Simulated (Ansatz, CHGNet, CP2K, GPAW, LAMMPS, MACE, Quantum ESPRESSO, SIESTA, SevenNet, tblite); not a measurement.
# Which run comes nearest? Glassy 62GeO2-38BaO (mol %) (76 atoms)

Density of this cell: 4.76 g/cm³. The cell holds 76 atoms: 18 Ge, 11 Ba and 47 O. Cell: a = 10.757 Å, b = 10.757 Å, c = 10.757 Å, α = 90.0°, β = 90.0°, γ = 90.0°. 76 atoms (18 Ge, 11 Ba, 47 O) placed at random at 4.59 g/cm³, melted at 4000 K for 10 ps at fixed volume with the Morse and Coulomb pair potential with partial charges (Pedone, Malavasi, Menziani, Cormack and Segre, J. Phys. Chem. B 110, 11780 (2006)). Quenched from 4000 K to 300 K at 20 K/ps and fixed volume, held 10 ps at zero pressure, then minimised at fixed cell.

Geometry: as built.

The reference, a calculation:

| Property | Result |
| --- | --- |
| method | Kohn-Sham DFT, PBE, PAW, plane waves (Ansatz 0.2.0); cutoff 420 eV, Γ point, fermi-dirac smearing of 0.05 eV; PAW set soft_2 |
| r.m.s. force component | 1.057 eV/Å |
| longest force | 3.642 eV/Å |
| pressure | 6.259 GPa |
| gap (highest filled to lowest empty level) | 1.617 eV |
| SCF cycles | 10 |
| time | 22 s on 4 threads of Arm Neoverse V1, shared host |
| CPU time | 85 s |

Q: Estimate the differences from the reference, the CPU time and the memory of each run.
- SIESTA PBE, SZP, shift 0.01 Ry, mesh 500 Ry (SIESTA 5.4.2; 2 MPI ranks)
- MACE MP-0b3 medium potential (MACE MP-0b3 medium; 1 thread)
- GPAW PBE, LCAO sz(dzp), h 0.18 Å (GPAW 26.7.0; 1 thread)
- GPAW PBE, grid h 0.24 Å (GPAW 26.7.0; 2 MPI ranks)
- SevenNet l3i5 potential (SevenNet l3i5; 1 thread)
- CHGNet 0.3.0 potential (CHGNet 0.3.0; 1 thread)
- CP2K PBE, DZVP-MOLOPT-SR, 300/50 Ry, OT DIIS (CP2K 2026.2; 2 threads)
- SIESTA PBE, DZ, shift 0.01 Ry, mesh 500 Ry (SIESTA 5.4.2; 2 MPI ranks)
- SIESTA vdW-DF, PBE potentials, DZP, shift 0.01 Ry, mesh 500 Ry (SIESTA 5.4.2; 4 MPI ranks)
- QE PBE, sssp-1.3.0-efficiency, 60/480 Ry (Quantum ESPRESSO 7.5; 4 MPI ranks)

Differences are against the plane-wave reference, forces as r.m.s. over components; share is that over the reference's r.m.s. force, slope the least-squares factor from reference forces to these. Total energies of different programs have different zeros and aren't compared.

```tsv
run	Δ force, r.m.s. (meV/Å)	share (%)	slope	Δ pressure (GPa)	Δ gap (eV)	cores	CPU time	memory (GiB)
reference	-	-	-	-	-	4	85 s	1.7
SIESTA PBE, SZP, shift 0.01 Ry, mesh 500 Ry (coarse)	516	48.8	1.374	6.86	-1.04	2	4.8 min	2.0
MACE MP-0b3 medium potential	139	13.1	0.902	-0.218	-	1	8.3 s	0.93
GPAW PBE, LCAO sz(dzp), h 0.18 Å (coarse)	885	83.7	1.596	-	-0.577	1	2.3 min	1.5
GPAW PBE, grid h 0.24 Å (coarse)	343	32.4	1.165	-	0.0254	2	5.7 min	1.6
SevenNet l3i5 potential	83.7	7.92	0.957	-0.175	-	1	10 s	1.2
CHGNet 0.3.0 potential	177	16.8	0.913	0.535	-	1	3.7 s	0.93
CP2K PBE, DZVP-MOLOPT-SR, 300/50 Ry, OT DIIS (coarse)	155	14.6	1.007	0.774	-0.254	2	5.9 min	1.3
SIESTA PBE, DZ, shift 0.01 Ry, mesh 500 Ry (coarse)	535	50.6	1.400	3.29	-1.12	2	2.7 min	1.4
SIESTA vdW-DF, PBE potentials, DZP, shift 0.01 Ry, mesh 500 Ry	472	44.6	1.375	7.71	-0.756	4	19 min	3.8
QE PBE, sssp-1.3.0-efficiency, 60/480 Ry	22.1	2.09	0.984	-0.212	-0.0218	4	24 min	3.9
```

Rows marked coarse were listed beforehand as settings not expected to be converged; some can still land near the reference.

Times of the machine-learned potentials are mostly Python's start and the loading of weights.

CPU time is summed over cores on a shared host, where runs went side by side, so it is rough. Symmetry, cutoffs, thresholds, outputs and thread counts weren't matched or tuned between programs; memory under MPI is the largest rank's times the ranks.

PBE on plane waves or a grid with other potentials, cutoffs or grids, coarse settings apart, differs from the reference by 2.1 % (QE PBE, sssp-1.3.0-efficiency, 60/480 Ry) of the r.m.s. force; this holds the reference's own error, so differences of a few per cent don't tell which side is nearer the exact PBE result (QE's 60 Ry are 816 eV, against the reference's 420 eV). Machine-learned potentials differ by 7.9 % (SevenNet l3i5 potential) to 17 % (CHGNet 0.3.0 potential); they were trained on other programs' data. Rows with another functional or a dispersion term differ by 45 % (SIESTA vdW-DF, PBE potentials, DZP, shift 0.01 Ry, mesh 500 Ry), which mixes the change of model with differences of basis and potentials, some of them made for another functional. Runs with settings chosen to be coarse differ by 15 % (CP2K PBE, DZVP-MOLOPT-SR, 300/50 Ry, OT DIIS) to 84 % (GPAW PBE, LCAO sz(dzp), h 0.18 Å), their programs' other errors included. Machine-learned potentials mimic data converged in k, so the reference's own k-point error enters their differences. The network of bonds at the start is that of the classical potential that made the cell, and needn't be the one that DFT or experiment would give. The electronic-structure runs sample only Γ, in a cell whose shortest periodic width is 11 Å.

[Logs are printed without paths, hosts, clocks, repeated set-up lines and the standing remarks that a program may print on its own settings, such as how far it seeks lower states.]

[Hosts, paths, dates, database ids (printed as entryN), source tags and the programs' standing remarks are cut or masked in the printed files.]
